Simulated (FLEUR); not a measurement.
## Cobalt: orders along a scan of the volume

Wanted: the trend of the moments of Cobalt with the volume.

Main program and level: FLEUR MaX-R8.1; LDA (VWN); all-electron FLAPW, Dirac cores, scalar-relativistic bands.

Report form: the programs' logs are mostly left out.

## Step 1: Starting point

The structure is hexagonal, space group P6_3/mmc (No. 194). Conventional cell: a = 2.507 Å, b = 2.507 Å, c = 4.070 Å, α = 90.00°, β = 90.00°, γ = 120.00°. Co has 12 Co at 2.50 to 2.51 Å nearest.

## Step 2: Factor 1, start ferro ++

The scan starts at the cell as given.

All lengths change alike; the factor is that of the volume. Atoms keep their fractional places. Spheres, Kmax and the mesh are the same at all points, the spheres being those of the tightest cell. inpgen writes inp.xml from crystal.txt; cutoffs, mixing, functional, smearing and local orbitals are then set in the file. The k list default-1 (kpts.xml, not shown) is a Γ-centred 14×14×8 mesh; where the ranks do not divide the number of points, some are split in two of half the weight.

Contents of inp.xml:

```
<?xml version="1.0" encoding="UTF-8" standalone="no"?>
<fleurInput fleurInputVersion="0.39">
   <comment>
      Co
   </comment>
   <calculationSetup>
      <cutoffs Kmax="3.73" Gmax="11.2" GmaxXC="11.2" numbands="0"/>
      <scfLoop itmax="110" minDistance="0.00002" maxIterBroyd="15" imix="Anderson" alpha="0.05" precondParam="0.0" spinf="2.0" sdNocoIR="T"/>
      <coreElectrons ctail="T" frcor="F" kcrel="0" coretail_lmax="0"/>
      <xcFunctional name="vwn" relativisticCorrections="F"/>
      <magnetism jspins="2"/>
      <soc l_soc="F" theta="0.0" phi="0.0" spav="F"/>
      <expertModes spex="0" secvar="F"/>
      <geometryOptimization l_f="F" forcealpha="1.0" forcemix="BFGS" epsdisp="0.00001" epsforce="0.00001"/>
      <ldaU l_linMix="F" mixParam="0.05" spinf="1.0"/>
   </calculationSetup>
   <cell>
      <bzIntegration valenceElectrons="34.0" mode="hist" fermiSmearingEnergy="0.00183747">
         <kPointListSelection listName="default-1"/>
         <xi:include xmlns:xi="http://www.w3.org/2001/XInclude" href="kpts.xml"> </xi:include>
      </bzIntegration>
      <xi:include xmlns:xi="http://www.w3.org/2001/XInclude" href="sym.xml"> </xi:include>
      <bulkLattice scale="1.0">
         <bravaisMatrix>
            <row-1>    4.7382992847653478     0.0000000000188973     0.0000000000000000</row-1>
            <row-2>   -2.3691496423921228     4.1034875513345304     0.0000000000000000</row-2>
            <row-3>    0.0000000000000000     0.0000000000000000     7.6909963545095392</row-3>
         </bravaisMatrix>
      </bulkLattice>
   </cell>
   <atomSpecies>
      <species name="Cobalt (Co2.000" element="Co" atomicNumber="27">
         <mtSphere radius="2.2" gridPoints="727" logIncrement="0.017"/>
         <atomicCutoffs lmax="8" lnonsphr="6"/>
         <electronConfig flipSpins="F">
            <coreConfig>(1s1/2) (2s1/2) (2p1/2) (2p3/2)</coreConfig>
            <valenceConfig>(3s1/2) (3p1/2) (3p3/2) (4s1/2) (3d3/2) (3d5/2)</valenceConfig>
            <stateOccupation state="(3d3/2)" spinUp="1.5" spinDown="1.3"/>
            <stateOccupation state="(3d5/2)" spinUp="3.0" spinDown="1.2"/>
         </electronConfig>
         <energyParameters s="4" p="4" d="3" f="4"/>
         <lo type="SCLO" l="0" n="3" eDeriv="0"/>
         <lo type="SCLO" l="1" n="3" eDeriv="0"/>
      </species>
   </atomSpecies>
   <atomGroups>
      <atomGroup species="Cobalt (Co2.000">
         <relPos label="                   1">1.000/3.000 -1.000/3.000 1.000/4.000</relPos>
         <relPos label="                   2">-1.000/3.000 1.000/3.000 -1.000/4.000</relPos>
         <force calculate="T" relaxXYZ="TTT"/>
      </atomGroup>
   </atomGroups>
   <output dos="F" band="F" slice="F">
      <bandDOS minEnergy="-.5*Htr" maxEnergy="0.5*Htr" sigma="0.015" storeEVData="T"/>
      <plotting iplot="0" polar="F">
         <plot TwoD="T" vec1="  1.0  0.0  0.0" vec2="  0.0  1.0  0.0" vec3="  0.0  0.0  1.0" zero="  0.0  0.0  0.0" file="plot"/>
      </plotting>
      <moessbauerParams electricFieldGradient="F" isomerShift="F" coreHyperfine="F" valenceHyperfine="F"/>
   </output>
</fleurInput>
```

Contents of crystal.txt:

```
Co
&input film=F cartesian=F /
2.50739999997  0.00000000001  0.00000000000
-1.25369999999  2.17147209742  0.00000000000
0.00000000000  0.00000000000  4.06990000000
1.8897261246
1.0 1.0 1.0

2
27 0.33333333333  0.66666666667  0.25000000000 : 2.000
27 0.66666666667  0.33333333333  0.75000000000 : 2.000

&kpt div1=14 div2=14 div3=8 gamma=T /
```

Run with:

```bash
$ OMP_NUM_THREADS=1 inpgen -f crystal.txt > inpgen.log  # inp.xml is then edited as shown
$ OMP_NUM_THREADS=1 mpirun -n 4 fleur_MPI > fleur.log
```

It took 13 s on 4 MPI ranks of Intel Xeon Platinum 8488C (Sapphire Rapids), shared host; peak memory 0.2 GiB; 51 s of CPU time.

Numbers from this step:

| Quantity | Value |
| --- | --- |
| free energy | -75710.6614 eV |
| program's band gap on this mesh (in a metal only a level spacing) | 0.005348 eV |
| magnetization | 3.104 μB |
| final state | ferromagnetic |
| largest moment | 1.606 μB |

After 19 cycles the largest moment stands at 1.61 μB.

## Step 3: Factor 1, start antiferro +-

inp.xml: that of step 2 with these lines changed.

```diff
@@ -44,2 +44,15 @@
       </species>
+      <species name="Cobalt (Co-2.000" element="Co" atomicNumber="27">
+         <mtSphere radius="2.2" gridPoints="727" logIncrement="0.017"/>
+         <atomicCutoffs lmax="8" lnonsphr="6"/>
+         <electronConfig flipSpins="F">
+            <coreConfig>(1s1/2) (2s1/2) (2p1/2) (2p3/2)</coreConfig>
+            <valenceConfig>(3s1/2) (3p1/2) (3p3/2) (4s1/2) (3d3/2) (3d5/2)</valenceConfig>
+            <stateOccupation state="(3d3/2)" spinUp="1.3" spinDown="1.5"/>
+            <stateOccupation state="(3d5/2)" spinUp="1.2" spinDown="3.0"/>
+         </electronConfig>
+         <energyParameters s="4" p="4" d="3" f="4"/>
+         <lo type="SCLO" l="0" n="3" eDeriv="0"/>
+         <lo type="SCLO" l="1" n="3" eDeriv="0"/>
+      </species>
    </atomSpecies>
@@ -48,2 +61,5 @@
          <relPos label="                   1">1.000/3.000 -1.000/3.000 1.000/4.000</relPos>
+         <force calculate="T" relaxXYZ="TTT"/>
+      </atomGroup>
+      <atomGroup species="Cobalt (Co-2.000">
          <relPos label="                   2">-1.000/3.000 1.000/3.000 -1.000/4.000</relPos>
```

crystal.txt: that of step 2 with these lines changed.

```diff
@@ -10,3 +10,3 @@
 27 0.33333333333  0.66666666667  0.25000000000 : 2.000
-27 0.66666666667  0.33333333333  0.75000000000 : 2.000
+27 0.66666666667  0.33333333333  0.75000000000 : -2.000
```

Elapsed: 86 s, on 4 MPI ranks; peak memory 0.23 GiB.

The run stopped without converging, so none of its numbers is a property of the system.

After 110 cycles the density distance stands at 0.015 me/bohr³, above the threshold of 2e-05.

## Step 4: Factor 1, start no spin polarisation

inp.xml: that of step 3 with these lines changed.

```diff
@@ -10,3 +10,3 @@
       <xcFunctional name="vwn" relativisticCorrections="F"/>
-      <magnetism jspins="2"/>
+      <magnetism jspins="1"/>
       <soc l_soc="F" theta="0.0" phi="0.0" spav="F"/>
@@ -31,3 +31,3 @@
    <atomSpecies>
-      <species name="Cobalt (Co2.000" element="Co" atomicNumber="27">
+      <species name="Cobalt (Co)" element="Co" atomicNumber="27">
          <mtSphere radius="2.2" gridPoints="727" logIncrement="0.017"/>
@@ -37,17 +37,4 @@
             <valenceConfig>(3s1/2) (3p1/2) (3p3/2) (4s1/2) (3d3/2) (3d5/2)</valenceConfig>
-            <stateOccupation state="(3d3/2)" spinUp="1.5" spinDown="1.3"/>
-            <stateOccupation state="(3d5/2)" spinUp="3.0" spinDown="1.2"/>
-         </electronConfig>
-         <energyParameters s="4" p="4" d="3" f="4"/>
-         <lo type="SCLO" l="0" n="3" eDeriv="0"/>
-         <lo type="SCLO" l="1" n="3" eDeriv="0"/>
-      </species>
-      <species name="Cobalt (Co-2.000" element="Co" atomicNumber="27">
-         <mtSphere radius="2.2" gridPoints="727" logIncrement="0.017"/>
-         <atomicCutoffs lmax="8" lnonsphr="6"/>
-         <electronConfig flipSpins="F">
-            <coreConfig>(1s1/2) (2s1/2) (2p1/2) (2p3/2)</coreConfig>
-            <valenceConfig>(3s1/2) (3p1/2) (3p3/2) (4s1/2) (3d3/2) (3d5/2)</valenceConfig>
-            <stateOccupation state="(3d3/2)" spinUp="1.3" spinDown="1.5"/>
-            <stateOccupation state="(3d5/2)" spinUp="1.2" spinDown="3.0"/>
+            <stateOccupation state="(3d3/2)" spinUp="1.400000" spinDown="1.400000"/>
+            <stateOccupation state="(3d5/2)" spinUp="2.100000" spinDown="2.100000"/>
          </electronConfig>
@@ -59,7 +46,4 @@
    <atomGroups>
-      <atomGroup species="Cobalt (Co2.000">
+      <atomGroup species="Cobalt (Co)">
          <relPos label="                   1">1.000/3.000 -1.000/3.000 1.000/4.000</relPos>
-         <force calculate="T" relaxXYZ="TTT"/>
-      </atomGroup>
-      <atomGroup species="Cobalt (Co-2.000">
          <relPos label="                   2">-1.000/3.000 1.000/3.000 -1.000/4.000</relPos>
```

crystal.txt: that of step 3 with these lines changed.

```diff
@@ -9,4 +9,4 @@
 2
-27 0.33333333333  0.66666666667  0.25000000000 : 2.000
-27 0.66666666667  0.33333333333  0.75000000000 : -2.000
+27 0.33333333333  0.66666666667  0.25000000000
+27 0.66666666667  0.33333333333  0.75000000000
```

It took 5.4 s on 4 MPI ranks; peak memory 0.18 GiB.

This step gave:

```
free energy                                                       : -75710.2840 eV
program's band gap on this mesh (in a metal only a level spacing) : 0.004418 eV
final state                                                       : non-magnetic (no spin polarisation)
```

## Step 5: Factor 1.12, start ferro ++

The farthest finished point is shown in full.

inp.xml: that of step 4 with these lines changed.

```diff
@@ -10,3 +10,3 @@
       <xcFunctional name="vwn" relativisticCorrections="F"/>
-      <magnetism jspins="1"/>
+      <magnetism jspins="2"/>
       <soc l_soc="F" theta="0.0" phi="0.0" spav="F"/>
@@ -24,5 +24,5 @@
          <bravaisMatrix>
-            <row-1>    4.7382992847653478     0.0000000000188973     0.0000000000000000</row-1>
-            <row-2>   -2.3691496423921228     4.1034875513345304     0.0000000000000000</row-2>
-            <row-3>    0.0000000000000000     0.0000000000000000     7.6909963545095392</row-3>
+            <row-1>    4.9207182177801680     0.0000000000188973     0.0000000000000000</row-1>
+            <row-2>   -2.4603591089089814     4.2614669814505861     0.0000000000000000</row-2>
+            <row-3>    0.0000000000000000     0.0000000000000000     7.9870906415830323</row-3>
          </bravaisMatrix>
@@ -31,3 +31,3 @@
    <atomSpecies>
-      <species name="Cobalt (Co)" element="Co" atomicNumber="27">
+      <species name="Cobalt (Co2.000" element="Co" atomicNumber="27">
          <mtSphere radius="2.2" gridPoints="727" logIncrement="0.017"/>
@@ -37,4 +37,4 @@
             <valenceConfig>(3s1/2) (3p1/2) (3p3/2) (4s1/2) (3d3/2) (3d5/2)</valenceConfig>
-            <stateOccupation state="(3d3/2)" spinUp="1.400000" spinDown="1.400000"/>
-            <stateOccupation state="(3d5/2)" spinUp="2.100000" spinDown="2.100000"/>
+            <stateOccupation state="(3d3/2)" spinUp="1.5" spinDown="1.3"/>
+            <stateOccupation state="(3d5/2)" spinUp="3.0" spinDown="1.2"/>
          </electronConfig>
@@ -46,3 +46,3 @@
    <atomGroups>
-      <atomGroup species="Cobalt (Co)">
+      <atomGroup species="Cobalt (Co2.000">
          <relPos label="                   1">1.000/3.000 -1.000/3.000 1.000/4.000</relPos>
```

Contents of crystal.txt:

```
Co
&input film=F cartesian=F /
2.60393194216  0.00000000001  0.00000000000
-1.30196597109  2.25507121163  0.00000000000
0.00000000000  0.00000000000  4.22658634900
1.8897261246
1.0 1.0 1.0

2
27 0.33333333333  0.66666666667  0.25000000000 : 2.000
27 0.66666666667  0.33333333333  0.75000000000 : 2.000

&kpt div1=14 div2=14 div3=8 gamma=T /
```

Wall time 13 s (4 MPI ranks); peak memory 0.2 GiB; 53 s of CPU time.

Spin moment in the muffin-tin sphere by atom:

```
atom  spin moment in the muffin-tin sphere (μB)
 Co1                                       1.76
 Co2                                       1.76
```

Read from the output:

```yaml
free_energy: -75710.1739 eV
program_s_band_gap_on_this_mesh_in_a_metal_only_a_level_spacing: 0.009653 eV
magnetization: 3.395 μB
final_state: ferromagnetic
```

After 18 cycles the largest moment stands at 1.76 μB.

## Step 6: Factor 1.12, start antiferro +-

inp.xml: that of step 5 with these lines changed.

```diff
@@ -44,2 +44,15 @@
       </species>
+      <species name="Cobalt (Co-2.000" element="Co" atomicNumber="27">
+         <mtSphere radius="2.2" gridPoints="727" logIncrement="0.017"/>
+         <atomicCutoffs lmax="8" lnonsphr="6"/>
+         <electronConfig flipSpins="F">
+            <coreConfig>(1s1/2) (2s1/2) (2p1/2) (2p3/2)</coreConfig>
+            <valenceConfig>(3s1/2) (3p1/2) (3p3/2) (4s1/2) (3d3/2) (3d5/2)</valenceConfig>
+            <stateOccupation state="(3d3/2)" spinUp="1.3" spinDown="1.5"/>
+            <stateOccupation state="(3d5/2)" spinUp="1.2" spinDown="3.0"/>
+         </electronConfig>
+         <energyParameters s="4" p="4" d="3" f="4"/>
+         <lo type="SCLO" l="0" n="3" eDeriv="0"/>
+         <lo type="SCLO" l="1" n="3" eDeriv="0"/>
+      </species>
    </atomSpecies>
@@ -48,2 +61,5 @@
          <relPos label="                   1">1.000/3.000 -1.000/3.000 1.000/4.000</relPos>
+         <force calculate="T" relaxXYZ="TTT"/>
+      </atomGroup>
+      <atomGroup species="Cobalt (Co-2.000">
          <relPos label="                   2">-1.000/3.000 1.000/3.000 -1.000/4.000</relPos>
```

crystal.txt: that of step 5 with these lines changed.

```diff
@@ -10,3 +10,3 @@
 27 0.33333333333  0.66666666667  0.25000000000 : 2.000
-27 0.66666666667  0.33333333333  0.75000000000 : 2.000
+27 0.66666666667  0.33333333333  0.75000000000 : -2.000
```

It took 25 s on 4 MPI ranks; peak memory 0.23 GiB.

This step gave:

```
free energy                                                       : -75709.7133 eV
program's band gap on this mesh (in a metal only a level spacing) : 1.36e-8 eV
magnetization                                                     : 0 μB
final state                                                       : antiferromagnetic
largest moment                                                    : 1.277 μB
```

After 27 cycles the largest moment stands at 1.28 μB.

## Step 7: All points

In all 27 runs were made at the factors 0.88, 0.91, 0.94, 0.97, 1, 1.03, 1.06, 1.09 and 1.12, of which 26 converged. The tables hold the factors at which the parallel start converged, and CPU times count converged runs alone. Differences are of free energies.

Final states:

```
volume factor       ferro ++       antiferro +-  no spin polarisation  CPU time (s)
         0.88  ferromagnetic       non-magnetic          non-magnetic         180.6
         0.91  ferromagnetic       non-magnetic          non-magnetic         188.6
         0.94  ferromagnetic       non-magnetic          non-magnetic         218.3
         0.97  ferromagnetic       non-magnetic          non-magnetic         290.9
            1  ferromagnetic                  -          non-magnetic          71.5
         1.03  ferromagnetic  antiferromagnetic          non-magnetic         170.2
         1.06  ferromagnetic  antiferromagnetic          non-magnetic         165.2
         1.09  ferromagnetic  antiferromagnetic          non-magnetic         175.6
         1.12  ferromagnetic  antiferromagnetic          non-magnetic         175.7
```

Table of energy over the lowest point, ferro ++ by volume factor:

```
volume factor  energy over the lowest point, ferro ++ (meV a primitive cell)
       0.8800                                                           19.1
       0.9100                                                              0
       0.9400                                                           19.3
       0.9700                                                           73.1
       1.0000                                                            151
       1.0300                                                            252
       1.0600                                                            368
       1.0900                                                            497
       1.1200                                                            639
```

Largest sphere moment against volume factor:

```
volume factor  ferro ++ (μB)  antiferro +- (μB)
       0.8800           1.54                  0
       0.9100           1.55                  0
       0.9400           1.57                  0
       0.9700           1.58                  0
       1.0000           1.61                  -
       1.0300           1.65              0.885
       1.0600           1.69               1.05
       1.0900           1.73               1.18
       1.1200           1.76               1.28
```

The net moment, ferro ++ by volume factor:

```
volume factor  net moment, ferro ++ (μB a primitive cell)
       0.8800                                        3.00
       0.9100                                        3.02
       0.9400                                        3.04
       0.9700                                        3.06
       1.0000                                        3.10
       1.0300                                        3.18
       1.0600                                        3.27
       1.0900                                        3.34
       1.1200                                        3.39
```

Table of energy less that of the parallel start by volume factor; values in meV a seeded atom:

```
volume factor  antiferro +-  no spin polarisation
       0.8800          99.8                  99.8
       0.9100           124                   124
       0.9400           147                   147
       0.9700           168                   168
       1.0000             -                   189
       1.0300           204                   209
       1.0600           215                   229
       1.0900           223                   249
       1.1200           230                   268
```

## Step 8: Results

- largest moment, parallel start: 1.54 μB at 0.88, 1.76 μB at 1.12
- net moment, parallel start: 3.00 to 3.39 μB a primitive cell
- start antiferro +- less the parallel start: +99.8 meV at 0.88, +230.3 meV at 1.12, a seeded atom
- spinless run less the parallel start: +99.8 meV at 0.88, +267.8 meV at 1.12, a seeded atom

What this shows: The largest moment of the parallel start goes from 1.54 μB at 0.88 to 1.76 μB at 1.12. Its energy is least at 0.91 of the points run. The start antiferro +- lies over the parallel start at every point where both finished. The spinless run lies over the parallel start at every point where both finished. The opposed order is one of several, taken for its small cell; another can lie lower, so the scan does not name the ground state. Atoms were not relaxed at any point.

[Logs and program files are shortened in this print: banners, set-up blocks, solver, clock and traceback lines can be left out without a mark of their own.]

[Logs are printed without paths, hosts, clocks, repeated set-up lines and the standing remarks that a program may print on its own settings, such as how far it seeks lower states.]

[Hosts, paths, dates, database ids (printed as entryN), source tags and the programs' standing remarks are cut or masked in the printed files.]

[Where a cell is said to come from a database of computed structures, the database is the Materials Project.]
